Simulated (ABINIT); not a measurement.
**Quasiparticle gap of CaO (Lime) in ABINIT**

How does a plane-wave GW calculation on CaO (Lime) run from the first input to the gap?

Method: PBE and many-body steps on it, plane waves, in ABINIT 10.8.3.

Report form: the programs' logs are mostly left out.

### 1. Starting point

Symmetry: Fm-3m, No. 225, cubic system. The conventional cell has a = 4.813 Å, b = 4.813 Å, c = 4.813 Å, α = 90.00°, β = 90.00°, γ = 90.00°. Nearest to Ca lie 6 O at 2.41 Å. Nearest to O lie 6 Ca at 2.41 Å. Farther neighbours and most contacts between anions are not listed.

The cell and positions come from the Crystallography Open Database and are kept as given unless a step says otherwise.

### 2. Ground state

This step: ABINIT 10.8.3; DFT, PBE, plane waves, norm-conserving pseudopotentials.

The ground-state density comes first.

The input, run.abi:

```
acell 3*1.0 Angstrom
rprim 
  -0.000000000000 2.406500000000 2.406500000000
  2.406500000000 -0.000000000000 2.406500000000
  2.406500000000 2.406500000000 -0.000000000000
ntypat 2
znucl 20 8
natom 2
typat 1 2
xred 
  0.000000000000 0.000000000000 0.000000000000
  0.500000000000 0.500000000000 0.500000000000
pp_dirpath "pseudos"
pseudos "Ca.upf, O.upf"
ecut 36
ngkpt 8 8 8
nshiftk 1
shiftk 0 0 0
kptopt 1
chksymbreak 0
nband 13
occopt 1
tolvrs 1e-10
nstep 60
prtwf 0
optforces 0
optstress 0
indata_prefix "in"
outdata_prefix "out"
tmpdata_prefix "tmp"
```

The run is started by

```
$ OMP_NUM_THREADS=1 mpirun -n 4 abinit run.abi > log
```

The job ended after 7.4 s (4 MPI ranks of Arm Neoverse V2, shared host; peak memory 0.27 GiB; 29 s of CPU time).

This step gave:

```yaml
total_energy: -1507.1545 eV
gap: 3.662 eV
k_of_the_valence_top: 0, 0, 0
k_of_the_conduction_bottom: 0.5, 0.5, 0
least_direct_gap: 4.037 eV
```

The gap is indirect, with the least direct gap 0.37 eV higher.

### 3. Bands along the symmetry lines

The cheap functional maps the bands first; the places of the edges decide which points the dearer methods must see.

The input, run.abi:

```
acell 3*1.0 Angstrom
rprim 
  -0.000000000000 2.406500000000 2.406500000000
  2.406500000000 -0.000000000000 2.406500000000
  2.406500000000 2.406500000000 -0.000000000000
ntypat 2
znucl 20 8
natom 2
typat 1 2
xred 
  0.000000000000 0.000000000000 0.000000000000
  0.500000000000 0.500000000000 0.500000000000
pp_dirpath "pseudos"
pseudos "Ca.upf, O.upf"
ecut 36
iscf -2
irdden 1
kptopt 0
nkpt 50
kpt 
  0.00000000 0.00000000 0.00000000
  0.06250000 0.00000000 0.06250000
  0.12500000 0.00000000 0.12500000
  0.18750000 0.00000000 0.18750000
  0.25000000 0.00000000 0.25000000
  0.31250000 0.00000000 0.31250000
  0.37500000 0.00000000 0.37500000
  0.43750000 0.00000000 0.43750000
  0.50000000 0.00000000 0.50000000
  0.51562500 0.03125000 0.51562500
  0.53125000 0.06250000 0.53125000
  0.54687500 0.09375000 0.54687500
  0.56250000 0.12500000 0.56250000
  0.57812500 0.15625000 0.57812500
  0.59375000 0.18750000 0.59375000
  0.60937500 0.21875000 0.60937500
  0.62500000 0.25000000 0.62500000
  0.37500000 0.37500000 0.75000000
  0.32812500 0.32812500 0.65625000
  0.28125000 0.28125000 0.56250000
  0.23437500 0.23437500 0.46875000
  0.18750000 0.18750000 0.37500000
  0.14062500 0.14062500 0.28125000
  0.09375000 0.09375000 0.18750000
  0.04687500 0.04687500 0.09375000
  0.00000000 0.00000000 0.00000000
  0.06250000 0.06250000 0.06250000
  0.12500000 0.12500000 0.12500000
  0.18750000 0.18750000 0.18750000
  0.25000000 0.25000000 0.25000000
  0.31250000 0.31250000 0.31250000
  0.37500000 0.37500000 0.37500000
  0.43750000 0.43750000 0.43750000
  0.50000000 0.50000000 0.50000000
  0.50000000 0.46875000 0.53125000
  0.50000000 0.43750000 0.56250000
  0.50000000 0.40625000 0.59375000
  0.50000000 0.37500000 0.62500000
  0.50000000 0.34375000 0.65625000
  0.50000000 0.31250000 0.68750000
  0.50000000 0.28125000 0.71875000
  0.50000000 0.25000000 0.75000000
  0.50000000 0.21875000 0.71875000
  0.50000000 0.18750000 0.68750000
  0.50000000 0.15625000 0.65625000
  0.50000000 0.12500000 0.62500000
  0.50000000 0.09375000 0.59375000
  0.50000000 0.06250000 0.56250000
  0.50000000 0.03125000 0.53125000
  0.50000000 0.00000000 0.50000000
istwfk *1
nband 15
nbdbuf 2
tolwfr 1e-08
nstep 40
prtwf 0
prtvol 0
indata_prefix "in"
outdata_prefix "out"
tmpdata_prefix "tmp"
```

It took 6.2 s on 4 MPI ranks; peak memory 0.26 GiB.

This step gave:

* gap: 3.662 eV
* k of the valence top: 0, 0, 0
* k of the conduction bottom: 0.5, 0, 0.5
* least direct gap: 4.037 eV

The gap is 3.662 eV, as in the run before at this level.

The electronic bands at the labelled points (eV, zero at the top of the highest filled band; v1 is the highest filled band, c1 the lowest empty one):

```
    point      v4     v3     v2     v1    c1    c2    c3    c4
        Γ  -15.46   0.00   0.00   0.00  4.71  6.23  6.23  6.23
  halfway  -14.95  -1.66  -0.30  -0.30  4.72  6.60  8.04  8.04
        X  -15.23  -1.30  -0.37  -0.37  3.66  8.02  8.87  9.50
  halfway  -15.12  -1.28  -0.69  -0.50  4.09  8.21  8.91  9.12
        U  -14.87  -1.32  -1.20  -0.77  5.14  7.97  8.54  9.02
jump to K  -14.87  -1.32  -1.20  -0.77  5.14  7.97  8.54  9.02
  halfway  -14.71  -1.79  -0.92  -0.55  6.10  7.02  7.20  8.02
        Γ  -15.46   0.00   0.00   0.00  4.71  6.23  6.23  6.23
  halfway  -14.82  -1.52  -0.65  -0.65  6.25  6.84  7.17  7.17
        L  -14.30  -2.61  -1.18  -1.18  7.03  8.33  8.33  8.49
  halfway  -14.58  -2.03  -1.11  -1.04  6.74  6.82  8.73  8.91
        W  -14.86  -1.27  -1.05  -1.05  6.31  6.31  8.36  9.50
  halfway  -15.04  -1.25  -0.84  -0.66  4.49  8.25  8.28  9.38
        X  -15.23  -1.30  -0.37  -0.37  3.66  8.02  8.87  9.50
```

### 4. Empty states on the mesh, 6×6×6 mesh, 79 bands

The sums over transitions need many empty states on a uniform mesh; this step solves for them.

The input, run.abi:

```
acell 3*1.0 Angstrom
rprim 
  -0.000000000000 2.406500000000 2.406500000000
  2.406500000000 -0.000000000000 2.406500000000
  2.406500000000 2.406500000000 -0.000000000000
ntypat 2
znucl 20 8
natom 2
typat 1 2
xred 
  0.000000000000 0.000000000000 0.000000000000
  0.500000000000 0.500000000000 0.500000000000
pp_dirpath "pseudos"
pseudos "Ca.upf, O.upf"
ecut 36
ngkpt 6 6 6
nshiftk 1
shiftk 0 0 0
kptopt 1
chksymbreak 0
irdden 1
istwfk *1
nband 79
prtvol 0
optdriver 6
gwr_task "HDIAGO"
paral_kgb 0
occopt 1
indata_prefix "in"
outdata_prefix "out"
tmpdata_prefix "tmp"
```

It took 24 s on 4 MPI ranks; peak memory 1.1 GiB; 97 s of CPU time.

Numbers from this step:

```
gap                                                           : 3.662 eV
k of the valence top                                          : 0, 0, 0
k of the conduction bottom                                    : 0.5, 0.5, 0
least direct gap                                              : 4.037 eV
k points computed                                             : 16
lowest point of the top converged band, above the valence top : 86.7928 eV
```

On this mesh the gap is 3.662 eV.

### 5. Screening, 6×6×6 mesh, 71 bands, screening to 163.3 eV

The RPA dielectric matrix is built and inverted for each q.

This step: RPA screening on PBE, plane waves, norm-conserving pseudopotentials.

run.abi, as its differences from that of step 4:

```diff
@@ -20,10 +20,11 @@
 chksymbreak 0
-irdden 1
 istwfk *1
-nband 79
-prtvol 0
-optdriver 6
-gwr_task "HDIAGO"
-paral_kgb 0
 occopt 1
+irdwfk 1
+optdriver 3
+nband 71
+ecuteps 6
+inclvkb 2
+awtr 1
+symchi 1
 indata_prefix "in"
```

Elapsed: 36 s, on 4 MPI ranks; peak memory 0.75 GiB; 2.4 min of CPU time.

This step gave:

```yaml
eps_infinity_with_local_fields_on_this_mesh_along_the_program_s_q_direction: 3.569
the_same_without_local_fields: 3.920
plasma_frequency: 28.13 eV
plane_waves_in_the_screening_matrix: 137
```

Local fields lower ε∞ by 9 %.

### 6. Self-energy, 6×6×6 mesh, 71 bands, screening to 163.3 eV

The self-energy is evaluated for the states that the input lists, and the levels follow from it, in one-shot runs by the linearised quasiparticle equation.

This step: G0W0 on PBE, plane waves, norm-conserving pseudopotentials.

run.abi, as its differences from that of step 5:

```diff
@@ -23,8 +23,17 @@
 irdwfk 1
-optdriver 3
+optdriver 4
 nband 71
+gwcalctyp 0
+ecutsigx 36
+symsigma 1
+nkptgw 2
+kptgw 
+  0.0000000000 0.0000000000 0.0000000000
+  0.5000000000 0.5000000000 0.0000000000
+bdgw 
+  6 12
+  7 10
 ecuteps 6
-inclvkb 2
-awtr 1
-symchi 1
+irdscr 1
+ppmodel 1
 indata_prefix "in"
```

Run time: 5.7 s. Hardware: 4 MPI ranks; peak memory 0.59 GiB.

Numbers from this step:

| Property | Result |
| --- | --- |
| G0W0 gap on the points computed | 5.743 eV |
| starting gap on the mesh | 3.662 eV |
| k of the valence top | 0, 0, 0 |
| k of the conduction bottom | 0.5, 0.5, 0 |
| Z at the valence top | 0.784 |
| Z at the conduction bottom | 0.851 |
| least direct G0W0 gap on the computed points | 6.101 eV |

The gap on the mesh goes from 3.66 eV to 5.74 eV, a correction of +2.08 eV.

Limits: finite bands, cutoff and mesh. v1 is the top filled band, c1 the lowest empty one. The levels before and after the correction (eV, zero at the valence-band top of each column):

```
           conduction bottom  valence top
Kohn-Sham               3.66         0.00
     G0W0               5.74         0.00
```

```
                       level  energy (eV)
Kohn-Sham            Γ v3-v1        0.000
Kohn-Sham               Γ c1        4.714
Kohn-Sham            Γ c2-c4        6.228
Kohn-Sham  (0.5 0.5 0) v2-v1       -0.374
Kohn-Sham     (0.5 0.5 0) c1        3.662
Kohn-Sham     (0.5 0.5 0) c2        8.023
     G0W0            Γ v3-v1        0.000
     G0W0               Γ c1        6.101
     G0W0            Γ c2-c4        9.031
     G0W0  (0.5 0.5 0) v2-v1       -0.493
     G0W0     (0.5 0.5 0) c1        5.743
     G0W0     (0.5 0.5 0) c2       11.086
```

### 7. Where the time went

Times are wall times on 4 MPI ranks of Arm Neoverse V2, shared host, good to a factor of about two.

```
                          step   time  share  memory (GiB)
                  ground state  7.4 s    9 %          0.27
bands along the symmetry lines  6.2 s    8 %          0.26
      empty states on the mesh   24 s   30 %           1.1
                     screening   36 s   45 %          0.75
                   self-energy  5.7 s    7 %          0.59
```

### 8. Outcome

* PBE gap: 3.66 eV, indirect
* G0W0 gap on the mesh: 5.74 eV
* GW settings: 6×6×6 mesh, 71 bands, screening to 163.3 eV, Godby-Needs plasmon pole
* known limits: not at the basis limit

What this shows: G0W0 moves the gap on the mesh from 3.66 eV to 5.74 eV (+2.08 eV), with Z of 0.78 and 0.85 at the edges. Local fields lower the RPA ε∞ on this mesh from 3.92 to 3.57. Only 2 of the mesh's irreducible points were corrected, so a valley elsewhere could overtake. Bands and cutoff are finite, so the gap is not at the basis limit. The miss can reach some tenths of an eV and take either sign; the mesh is an error of its own. In the G0W0 run levels were corrected at 2 k points alone, so a gap called «on the mesh» is the least over those, and an edge elsewhere would be missed.

[Paths, hosts, dates, memory and timing lines, banners, echoed tables and standing remarks are left out of the program output.]

[Logs are printed without paths, hosts, clocks, repeated set-up lines and the standing remarks that a program may print on its own settings, such as how far it seeks lower states.]

[Runs of the session that timed out or met a known fault of the program may be left out.]

[Hosts, paths, dates, database ids (printed as entryN), source tags and the programs' standing remarks are cut or masked in the printed files.]

[G0W0 gaps are taken among the corrected bands and points alone; a level outside them can change the order at an edge.]

[Where Ansatz stands beside ABINIT at settings called matched, ABINIT's density can come from a denser mesh and the files from another edition; pairs whose starting gaps differed by over 0.03 eV were left out, so agreement reads better than it is.]
